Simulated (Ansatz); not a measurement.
# NbRu (Pm-3m): following an unstable mode, part 2 of 2

Which phase does NbRu (Pm-3m) fall into along its unstable mode, and how much energy does it gain?

Ansatz 0.2.0; DFT PBEsol, scalar-relativistic, plane waves, PAW; PAW set soft_1.

So far, highest frequency on the path or at a solved wavevector (cm⁻¹): step 2 (response at finite wavevector) 217. Also lowest frequency on the path (cm⁻¹): step 2 -165.

### 4. The mode frozen in, largest atomic shift 0.22 Å

The atoms are moved along the unstable eigenvector, the largest shift by 0.22 Å, with the cell fixed.

input.yaml

```yaml
crystal:
  lattice:
    - [-3.1391803495, 0.0, 3.1391803495]
    - [-3.1391803495, 3.1391803495, 0.0]
    - [-6.278360699, -3.1391803495, -3.1391803495]
  atoms:
    - { symbol: Nb, position: [0.4956193501, 0.4956193501, 0.5131419496] }
    - { symbol: Nb, position: [0.2456193501, 0.2456193501, 0.2631419496] }
    - { symbol: Nb, position: [0.0043806499, 0.0043806499, 0.9868580504] }
    - { symbol: Nb, position: [0.7543806499, 0.7543806499, 0.7368580504] }
    - { symbol: Ru, position: [0.8851154637, 0.8851154637, 0.344653609] }
    - { symbol: Ru, position: [0.625, 0.625, 0.125] }
    - { symbol: Ru, position: [0.3648845363, 0.3648845363, 0.905346391] }
    - { symbol: Ru, position: [0.125, 0.125, 0.625] }
kpoints:
  mp_grid: { grid: [10, 10, 10] }
hamiltonian:
  xc: pbesol
  pseudopotentials: { kind: paw, azcp: { folder: soft_1 }, xc_functional: pbe }
scf:
  occupations: { method: methfessel_paxton, width: 0.2 }
output:
  forces: true
  stress: true
  eigenvalues: true
```

On the command line:

```bash
ansatz run input.yaml --threads 4 --pin off --max-ram 10240MiB --backend cpu --events-out ev --progress --plain --runs-dir out
```

Numbers of over 12 decimals in the logs are rounded to 6 here.

The log of the run:

```text
[...]
Crystal: 8 atoms, lattice volume = 123.740 Å³
Basis set: ecut = 420 eV, 2437 PW (Γ), exchange–correlation on 60×60×108 points (8 copies of the dense FFT grid, shifted against one another)
Bands: 70, of which v1, the nominal top of the filled ones, is band 58 counted from 1 (57 counted from 0)
Symmetry: 12 space group operations
[...]
k-points: 116 of 1000
[...]
k-point 0: bands = [... 54 lower, 19.1487, 19.2034, 20.9973, 20.9973, 21.9162, 21.9162, 21.9599, 21.9599, ... 8 higher]
  k-point 1: bands = [... 54 lower, 19.1365, 19.2886, 21.0048, 21.0048, 21.8686, 21.8686, 21.9618, 21.9618, ... 8 higher]
  k-point 2: bands = [... 54 lower, 19.0994, 19.5102, 21.0241, 21.0241, 21.7874, 21.7874, 21.9184, 21.9184, ... 8 higher]
  k-point 115: bands = [... 54 lower, 19.6189, 19.8512, 20.5961, 20.9655, 21.0144, 21.4063, 21.5560, 21.6665, ... 8 higher]
[key lines of the parts left out:]
SCF converged after 9 iterations
Free energy (F): -41249.448836 eV
Fermi energy:    21.115377 eV
P = ⅓ Tr σ = 0.7334 GPa (7.334 kbar)
```

It took 11 s on 4 threads of AMD EPYC 9R14 (Zen 4), shared host; peak memory 1 GiB.

Numbers from this step:

```
pressure                         : 0.7334 GPa
energy from the undistorted cell : -20.34 meV/atom
```

The energy, extrapolated to zero smearing, is -20.34 meV/atom against the undistorted cell.

The run ends at a pressure of 0.73 GPa, with forces up to 0.32 eV/Å.

### 5. Energy along the mode, all amplitudes (two of the runs are shown above)

An imaginary frequency means negative curvature, so the energy should fall and then rise again as anharmonic terms take over.

This step gave:

- depth at the lowest point sampled: 20.34 meV/atom
- largest atomic shift at that point: 0.22 Å

The energy from the parent by largest atomic shift:

```csv
largest atomic shift (Å),energy from the parent (meV/atom)
0.000,0
0.040,-2.35
0.080,-8.02
0.140,-17.5
0.220,-20.3
0.320,8.74
```

Displacement at unit largest shift by atom:

```csv
atom,x (Å),y (Å),z (Å),size
Nb1,-0.250,-0.250,-0.250,0.433
Nb2,-0.250,-0.250,-0.250,0.433
Nb3,0.250,0.250,0.250,0.433
Nb4,0.250,0.250,0.250,0.433
Ru5,0.577,0.577,0.577,0.999
Ru6,0.000,0.000,0.000,0.000
Ru7,-0.577,-0.577,-0.577,0.999
Ru8,0.000,0.000,0.000,0.000
```

The lowest of the steps tried is at 0.22 Å, 20.3 meV/atom below the parent; the bottom of the well need not coincide with a step.

### 6. Relaxing from the distorted cell

Starting from the lowest point found, all atoms and the cell are let go, so that strain and other modes of the same symmetry can join in.

Edit input.yaml of step 4 so:

```diff
@@ -25 +25,6 @@
   eigenvalues: true
+relax:
+  adjacent_minimum: "off"
+  f_tol: 0.002
+  max_steps: 120
+  cell: { stress_tol: 0.03 }
```

The log of the run:

```text
[...]
Crystal: 8 atoms, lattice volume = 123.740 Å³
Basis set: ecut = 420 eV, 2437 PW (Γ), exchange–correlation on 60×60×108 points (8 copies of the dense FFT grid, shifted against one another)
Bands: 70, of which v1, the nominal top of the filled ones, is band 58 counted from 1 (57 counted from 0)
Symmetry: 12 space group operations
[...]
k-points: 116 of 1000
[...]
SCF iter   1: F=—  HF=-41258.484645 eV  |F-HF|=—  |Δ(HF+E_count)|=         —  Δρ=1.79e-1  dr2=5.58e1  ethr=3.10e-3  ⟨swp⟩=4.9  Hψ=25325  notcnv=0
[...]
SCF iter   9: F=-41249.448836 eV  HF=-41249.448836 eV  |F-HF|=1.22e-8  |Δ(HF+E_count)|=   8.70e-9  S|Δr|=    0.00e0  Δρ=2.44e-6  dr2=1.37e-8  ethr=6.69e-11  ⟨swp⟩=2.0  Hψ=25786  notcnv=0
SCF 1 converged in 9 iterations: F = -41249.448836 eV  dr2 = 1.37e-8
[...]
relax step   1: F+E_penalty+E_count = -41249.44883628 eV  Δ(F+E_penalty+E_count) = +0.000e0 eV  max|allowed force component| = 1.861e-1 eV/Å  Δτ_max = 0.0000 Å  P = +0.733 GPa  Ω = 123.740 Å³  (9 SCF iters, dr2 threshold 1.00e-7 eV, accepted)
Crystal: 8 atoms, lattice volume = 124.218 Å³
[...]
iter 1 solved again at ethr=9.15e-5 eV; its pass at ethr=3.10e-3 eV (dr2=1.06e-1 eV) is discarded
[...]
SCF iter   6: F=-41249.469426 eV  HF=-41249.469426 eV  |F-HF|=9.93e-8  |Δ(HF+E_count)|=   3.05e-7  S|Δr|=    0.00e0  Δρ=6.05e-6  dr2=1.15e-7  ethr=6.90e-10  ⟨swp⟩=5.4  Hψ=28370  notcnv=0
SCF 2 converged in 6 iterations: F = -41249.469426 eV  dr2 = 1.15e-7
relax step   2: F+E_penalty+E_count = -41249.46942612 eV  Δ(F+E_penalty+E_count) = -2.059e-2 eV  max|allowed force component| = 7.786e-2 eV/Å  Δτ_max = 0.0373 Å  P = -0.426 GPa  Ω = 124.218 Å³  energy of the carried Pulay correction = -3.243e-4 eV  (6 SCF iters, dr2 threshold 8.00e-7 eV, accepted)
Crystal: 8 atoms, lattice volume = 124.063 Å³
[...]
SCF iter   6: F=-41249.473886 eV  HF=-41249.473886 eV  |F-HF|=1.19e-8  |Δ(HF+E_count)|=   7.58e-8  S|Δr|=    0.00e0  Δρ=2.90e-6  dr2=1.71e-8  ethr=4.11e-10  ⟨swp⟩=3.1  Hψ=21926  notcnv=0
SCF 3 converged in 6 iterations: F = -41249.473886 eV  dr2 = 1.71e-8
relax step   3: F+E_penalty+E_count = -41249.47388578 eV  Δ(F+E_penalty+E_count) = -4.460e-3 eV  max|allowed force component| = 1.483e-2 eV/Å  Δτ_max = 0.0129 Å  P = -0.056 GPa  Ω = 124.063 Å³  energy of the carried Pulay correction = -2.192e-4 eV  (6 SCF iters, dr2 threshold 4.77e-7 eV, accepted)
[...]
relax step   4: F+E_penalty+E_count = -41249.47401370 eV  Δ(F+E_penalty+E_count) = -1.279e-4 eV  max|allowed force component| = 3.436e-3 eV/Å  Δτ_max = 0.0032 Å  P = +0.019 GPa  Ω = 124.039 Å³  energy of the carried Pulay correction = -2.032e-4 eV  (5 SCF iters, dr2 threshold 2.74e-8 eV, accepted)
[...]
relax step   5: F+E_penalty+E_count = -41249.47401495 eV  Δ(F+E_penalty+E_count) = -1.245e-6 eV  max|allowed force component| = 4.294e-4 eV/Å  Δτ_max = 0.0005 Å  P = -0.005 GPa  Ω = 124.050 Å³  energy of the carried Pulay correction = -2.107e-4 eV  (5 SCF iters, dr2 threshold 5.76e-9 eV, accepted)
[...]
SCF iter   4: F=-41249.474283 eV  HF=-41249.474283 eV  |F-HF|=7.28e-12  |Δ(HF+E_count)|=  9.46e-11  S|Δr|=    0.00e0  Δρ=1.87e-7  dr2=2.08e-11  ethr=1.00e-12  ⟨swp⟩=6.3  Hψ=35759  notcnv=0
SCF 6 converged in 4 iterations: F = -41249.474283 eV  dr2 = 2.08e-11
relax step   6: F+E_penalty+E_count = -41249.47428260 eV  Δ(F+E_penalty+E_count) = -2.677e-4 eV  max|allowed force component| = 4.300e-4 eV/Å  Δτ_max = 0.0000 Å  P = -0.003 GPa  Ω = 124.050 Å³  stress off target by 1.09e-2 GPa  SCF on the basis re-selected at this cell (its energy is not comparable with the rows above)  (4 SCF iters)
basis re-selected at this cell: Δ(F+E_penalty+E_count) = -2.677e-4 eV, ΔP = +0.002 GPa vs the last step (what re-selecting the basis moved, of the pressure what is left beyond the Pulay correction that the steps carried, after the strain that the cell walked since its last selection, with what the two solves' SCF thresholds leave and, on support functions, any second-order correction that the steps lacked; it is no m [...]
SCF converged after 4 iterations
[...]
Free energy (F): -41249.474283 eV
[...]
Internal energy: -41249.465723 eV  (E = F + TS)
E sigma→0 (E₀):  -41249.472143 eV
Entropy (-TS):   -0.008559 eV (-1.070 meV/atom)
Fermi energy:    21.079891 eV
[...]
--- Forces (eV/Å), atoms counted from 1 ---
  atom   1  Nb     0.00043004     0.00043004     0.00043004
  atom   2  Nb     0.00007826     0.00007826     0.00007826
  atom   3  Nb    -0.00007826    -0.00007826    -0.00007826
  atom   4  Nb    -0.00043004    -0.00043004    -0.00043004
  atom   5  Ru    -0.00026449    -0.00026449    -0.00026449
  atom   6  Ru    -0.00000000     0.00000000    -0.00000000
  atom   7  Ru     0.00026449     0.00026449     0.00026449
  atom   8  Ru     0.00000000     0.00000000     0.00000000
  max |Σ_I F_I| component: 9.22e-18 eV/Å
--- Stress (GPa, compression-positive) ---
       -0.003037       0.006987       0.006987
        0.006987      -0.003037       0.006987
        0.006987       0.006987      -0.003037
  P = ⅓ Tr σ = -0.0030 GPa (-0.030 kbar)
--- Band table (eV; the first three rows and the last of 116) ---
  k-point 0: bands = [... 54 lower, 18.9930, 19.2262, 20.9651, 20.9651, 21.8703, 21.8703, 22.0027, 22.0027, ... 8 higher]
  k-point 1: bands = [... 54 lower, 18.9800, 19.2810, 20.9720, 20.9720, 21.8324, 21.8324, 21.9961, 21.9961, ... 8 higher]
  k-point 2: bands = [... 54 lower, 18.9407, 19.4400, 20.9905, 20.9905, 21.7502, 21.7502, 21.9586, 21.9586, ... 8 higher]
  k-point 115: bands = [... 54 lower, 19.5884, 19.8181, 20.5771, 20.9647, 20.9734, 21.3245, 21.5065, 21.6206, ... 8 higher]
--- Relaxed structure (5 steps of the walk, 5 accepted, 1 SCFs on fresh bases) ---
  F+E_penalty+E_count = -41249.47428260 eV   max|allowed force component| = 4.300e-4 eV/Å   (the final SCF, on the basis selected at the relaxed cell)
  cell:  # Å, volume = 124.0503 Å³
    - [-3.123846, 0.0, 3.123846]
    - [-3.123846, 3.123846, 0.0]
    - [-6.319945, -3.196099, -3.196099]
  atoms:
    - { symbol: Nb, position: [0.496365, 0.496365, 0.510906] }
    - { symbol: Nb, position: [0.245742, 0.245742, 0.262775] }
    - { symbol: Nb, position: [0.00425821, 0.00425821, 0.987225] }
    - { symbol: Nb, position: [0.753635, 0.753635, 0.739094] }
    - { symbol: Ru, position: [0.884100, 0.884100, 0.347700] }
    - { symbol: Ru, position: [0.625, 0.625000, 0.125] }
    - { symbol: Ru, position: [0.365900, 0.365900, 0.902300] }
    - { symbol: Ru, position: [0.125000, 0.125000, 0.625000] }
```

Elapsed: 54 s, on 4 threads; peak memory 1.1 GiB; 3.4 min of CPU time.

The steps of the relaxation:

```csv
step,energy less that of the first step (eV),largest force component (eV/Å),pressure (GPa),volume (Å³)
1,0.0000,0.1861,0.73,123.74
2,-0.0206,0.0779,-0.43,124.22
3,-0.0250,0.0148,-0.06,124.06
4,-0.0252,0.0034,0.02,124.04
5,-0.0252,0.0004,0.00,124.05
6*,-0.0254,0.0004,0.00,124.05
```

Relaxation steps marked * repeat the geometry before them on a plane-wave basis chosen anew for their cell, so energy and pressure can jump there.

The run keeps the 12 symmetry operations that it works with, so distortions that break them were not tested.

```
conventional cell, symmetrised  before   after  change
                         a (Å)   4.439   4.418  -0.5 %
                         b (Å)   4.439   4.418  -0.5 %
                         c (Å)  21.749  22.018  +1.2 %
              volume (Å³/atom)   15.47   15.51  +0.3 %
```

The atoms that moved most (Å, as changes of fractional coordinates times the final cell):

```csv
atom,dx,dy,dz,length
Ru5,-0.013,-0.013,-0.013,0.022
Ru7,0.013,0.013,0.013,0.022
Nb4,-0.009,-0.009,-0.009,0.016
Nb1,0.009,0.009,0.009,0.016
```

This step gave:

```yaml
pressure: -0.003037 GPa
volume_per_atom: 15.51 Å³
```

The distorted start has space group R-3m; the relaxation ends in R-3m.

### 7. The new phase in its own primitive cell

The relaxed structure is symmetrised, reduced to its primitive cell and relaxed tightly, as its phonons need.

input.yaml, the sections that differ from step 6:

```yaml
crystal:
  lattice:
    - [2.2088925895, 1.2753047312, 7.339359111]
    - [-2.2088925895, 1.2753047312, 7.339359111]
    - [0.0, -2.5506094623, 7.339359111]
  atoms:
    - { symbol: Nb, position: [0.8713647073, 0.8713647073, 0.8713647073] }
    - { symbol: Nb, position: [0.6207417871, 0.6207417871, 0.6207417871] }
    - { symbol: Nb, position: [0.3792582129, 0.3792582129, 0.3792582129] }
    - { symbol: Nb, position: [0.1286352927, 0.1286352927, 0.1286352927] }
    - { symbol: Ru, position: [0.2591001055, 0.2591001055, 0.2591001055] }
    - { symbol: Ru, position: [0.0, 0.0, 0.0] }
    - { symbol: Ru, position: [0.7408998945, 0.7408998945, 0.7408998945] }
    - { symbol: Ru, position: [0.5, 0.5, 0.5] }
kpoints:
  mp_grid: { grid: [9, 9, 9] }
relax:
  adjacent_minimum: "off"
  f_tol: 0.001
  max_steps: 60
  cell: { stress_tol: 0.01 }
# hamiltonian, scf, output: as in step 6
```

The log of the run:

```text
[...]
- [0, -2.549916, 7.343247]
  atoms:
    - { symbol: Nb, position: [0.871417, 0.871417, 0.871417] }
    - { symbol: Nb, position: [0.620722, 0.620722, 0.620722] }
    - { symbol: Nb, position: [0.379278, 0.379278, 0.379278] }
    - { symbol: Nb, position: [0.128583, 0.128583, 0.128583] }
    - { symbol: Ru, position: [0.259127, 0.259127, 0.259127] }
    - { symbol: Ru, position: [0, 0, 0] }
    - { symbol: Ru, position: [0.740873, 0.740873, 0.740873] }
    - { symbol: Ru, position: [0.5, 0.5, 0.500000] }
[key lines of the parts left out:]
SCF converged after 5 iterations
Free energy (F): -41249.472501 eV
Fermi energy:    21.084384 eV
P = ⅓ Tr σ = 0.0007 GPa (0.007 kbar)
```

It took 32 s on 4 threads; peak memory 0.95 GiB; 2.1 min of CPU time.

Little changed from the start: no atom moved by 0.005 Å and no cell edge by 0.1 %.

This step gave:

```
pressure : 6.81e-4 GPa
```

The largest force component left is 0.075 meV/Å and the pressure is 0.001 GPa, within the tolerances set. The cell now holds 15.51 Å³/atom.

### 8. Modes of the new phase, k-mesh 9×9×9

A relaxed structure may still be a saddle point, so its zone-centre modes are computed. No field response is asked, since the mesh shows no gap.

input.yaml, the sections that differ from step 7:

```yaml
crystal:
  lattice:
    - [2.2082917152, 1.2749578162, 7.3432471521]
    - [-2.2082917152, 1.2749578162, 7.3432471521]
    - [0.0, -2.5499156324, 7.3432471521]
  atoms:
    - { symbol: Nb, position: [0.8714165705, 0.8714165705, 0.8714165705] }
    - { symbol: Nb, position: [0.6207218077, 0.6207218077, 0.6207218077] }
    - { symbol: Nb, position: [0.3792781923, 0.3792781923, 0.3792781923] }
    - { symbol: Nb, position: [0.1285834295, 0.1285834295, 0.1285834295] }
    - { symbol: Ru, position: [0.2591269627, 0.2591269627, 0.2591269627] }
    - { symbol: Ru, position: [0.0, 0.0, 0.0] }
    - { symbol: Ru, position: [0.7408730373, 0.7408730373, 0.7408730373] }
    - { symbol: Ru, position: [0.5, 0.5, 0.5] }
output:
  eigenvalues: true
phonons:
  method: dfpt
# kpoints, hamiltonian, scf: as in step 7
# relax: removed
```

The log of the run:

```text
[...]
Crystal: 8 atoms, lattice volume = 124.049 Å³
Basis set: ecut = 420 eV, 2437 PW (Γ), exchange–correlation on 108×108×108 points (8 copies of the dense FFT grid, shifted against one another)
Bands: 70, of which v1, the nominal top of the filled ones, is band 58 counted from 1 (57 counted from 0)
Symmetry: 12 space group operations
k-points: 205 of 729 (irreducible under 2 space group operations, time reversal used)
[...]
SCF iter   1: F=—  HF=-41258.551346 eV  |F-HF|=—  |Δ(HF+E_count)|=         —  Δρ=1.79e-1  dr2=5.55e1  ethr=3.10e-3  ⟨swp⟩=5.0  Hψ=44503  notcnv=0
[...]
SCF iter  12: F=-41249.472501 eV  HF=-41249.472501 eV  |F-HF|=1.46e-11  |Δ(HF+E_count)|=  2.18e-11  S|Δr|=    0.00e0  Δρ=1.90e-8  dr2=5.06e-13  ethr=1.00e-12  ⟨swp⟩=10.2  Hψ=57342  notcnv=0
SCF 1 converged in 12 iterations: F = -41249.472501 eV  dr2 = 5.06e-13
[...]
DFPT response loops at Γ: preconditioner auto → Kerker (q_TF=auto, 2.698 Å⁻¹) (partly filled bands, converged f_vac=0.000); β = 1.00, the filter's whole step (`scf.mixing.beta` (0.50) is not read by the response loops under this deck's `scf.mixing.preconditioner`; to damp them name `kerker` or `kerker_dos`, under which they read `scf.mixing.beta`, and type it under 1.00, their step now; both keys bind the ground state too); Broyden in place of MSR1
SCF converged after 12 iterations
[...]
Free energy (F): -41249.472501 eV
[...]
Internal energy: -41249.465318 eV  (E = F + TS)
E sigma→0 (E₀):  -41249.470705 eV
Entropy (-TS):   -0.007183 eV (-0.898 meV/atom)
Fermi energy:    21.084384 eV
[...]
--- Band table (eV; the first three rows and the last of 205) ---
  k-point 0: bands = [... 54 lower, 18.9919, 19.2329, 20.9660, 20.9660, 21.8709, 21.8709, 22.0056, 22.0056, ... 8 higher]
  k-point 1: bands = [... 54 lower, 19.1314, 19.2374, 20.9371, 20.9848, 21.6073, 21.7357, 21.7914, 21.8510, ... 8 higher]
  k-point 2: bands = [... 54 lower, 19.3242, 19.4763, 20.8051, 20.8403, 21.2579, 21.4410, 21.5969, 21.7356, ... 8 higher]
  k-point 204: bands = [... 54 lower, 19.5826, 19.8330, 20.9489, 21.0126, 21.3733, 21.4609, 21.7945, 21.8355, ... 8 higher]
--- Phonons (Γ-DFPT): 10 representative perturbations + reference, on 205 of 729 k-points (Σ response iterations 38) ---
  k mesh reduced under 2 symmetry operations, with k and −k counted as one. Each operation leaves every solved perturbation unchanged. A smaller set is not used because it would not reduce the number of displacements times k-points to solve
  ASR residual: 4.215e-5 → 0.000e0 eV/Å²; symmetrization residual: 2.420e-5 eV/Å²
  ASR residual per site (eV/Å²): 2.41e-5 2.38e-5 2.38e-5 2.41e-5 2.91e-5 2.01e-5 2.91e-5 4.21e-5
  Γ frequencies (cm⁻¹): -112.75 0.00 0.00 0.00 56.02 56.02 75.29 75.29 139.40 155.18 155.18 165.44 171.28 173.57 173.57 175.35 175.35 184.91 188.51 200.80 200.80 206.69 206.69 207.06
  non-analytic LO–TO correction: not included (Born effective charges unavailable; polar crystals: no LO–TO splitting at Γ)
```

Run time: 12 min. Hardware: 4 threads; peak memory 5.1 GiB.

Numbers from this step:

```yaml
sum_rule_residual_before_enforcement: 4.21e-5 eV/Å²
point_group: -3m
highest_optical_mode_at_the_zone_centre_no_lo_to_term: 207.1 cm⁻¹
lowest_optical_zone_centre_mode: -112.8 cm⁻¹
```

Patterns of degenerate modes are one choice out of their space. Modes at Γ, with each element's share of the kinetic energy (negative means imaginary):

```csv
mode,frequency (cm⁻¹),symmetry,Nb %,Ru %
1,-112.8,A2u,18,82
2,0.0,acoustic,48,52
3,0.0,acoustic,48,52
4,0.0,acoustic,48,52
5,56.0,Eu,35,65
6,56.0,Eu,35,65
7,75.3,Eg,40,60
8,75.3,Eg,40,60
9,139.4,A2u,47,53
10,155.2,Eu,5,95
11,155.2,Eu,5,95
12,165.4,A1g,31,69
13,171.3,A2u,48,52
14,173.6,Eg,83,17
15,173.6,Eg,83,17
16,175.3,Eu,49,51
17,175.3,Eu,49,51
18,184.9,A1g,77,23
19,188.5,A2u,39,61
20,200.8,Eu,64,36
21,200.8,Eu,64,36
22,206.7,Eg,77,23
23,206.7,Eg,77,23
24,207.1,A1g,92,8
```

Displacements in mode 1 (-112.8 cm⁻¹), the largest set to 1:
```
Nb1  0.00  0.00 -0.23
Nb2  0.00  0.00  0.36
Nb3  0.00  0.00  0.36
Nb4  0.00  0.00 -0.23
Ru5  0.00  0.00 -0.43
Ru6  0.00  0.00 -0.38
Ru7  0.00  0.00 -0.43
Ru8  0.00  0.00  1.00
```

Displacements in mode 15 (173.6 cm⁻¹), the largest set to 1:
```
Nb1 -0.02 -1.00  0.00
Nb2  0.00  0.16  0.00
Nb3  0.00 -0.16  0.00
Nb4  0.02  1.00  0.00
Ru5  0.01  0.44  0.00
Ru6  0.00  0.00  0.00
Ru7 -0.01 -0.44  0.00
Ru8  0.00  0.00  0.00
```

Before it was imposed, the acoustic sum rule was missed by 4.2e-5 eV/Å². Small misses are needed for a sound result but don't prove that mesh and cutoff are converged. The lowest optical mode is imaginary, 112.8i cm⁻¹, so the energy falls along it.

### 9. Results

```yaml
unstable_mode_of_the_parent: q = (0.25, 0.25, 0.25), 164i cm⁻¹
depth_at_the_lowest_point_sampled: 20.3 meV/atom
largest_atomic_shift_at_that_point: 0.22 Å
space_group_reached_within_0p01_a: R-3m
energy_gained_over_the_parent_first_relaxation_on_the_mesh_of_the_frozen_mode: 23.5 meV/atom
volume_per_atom_phase_reached: 15.5 Å³
lowest_optical_zone_centre_mode_phase_reached: -113 cm⁻¹
highest_optical_mode_at_the_zone_centre_no_lo_to_term_phase_reached: 207 cm⁻¹
```

**Reading.** Along this mode the structure falls into R-3m, 23.5 meV/atom below the parent. At the parent's cell the well is 20.34 meV/atom deep on the steps tried, with its lowest point at a shift of 0.22 Å. Relaxing atoms and cell changes the gain by +3.13 meV/atom against the lowest step (energies at zero smearing). The new phase still has an imaginary mode at the zone centre of its cell, so it is a saddle point on the way to a lower structure. Of the 2 patterns followed to their end from this parent, this one ends 18.4 meV/atom above the lowest, Cmmm. Each path keeps the symmetry of its pattern, so a lower phase may lie along a pattern not tried. With no gap, or one that is small against the smearing, the frequencies hang on the k mesh and the smearing, most of all near Kohn anomalies. The phonon runs are without spin polarisation, although the cell has an odd electron count. The PAW files were made for PBE and serve the other functionals too. A phonon run warned that its eigensolver left some bands unconverged in a pass.

[Logs are printed without paths, hosts, clocks, repeated set-up lines and the standing remarks that a program may print on its own settings, such as how far it seeks lower states.]

[Hosts, paths, dates, database ids (printed as entryN), source tags and the programs' standing remarks are cut or masked in the printed files.]
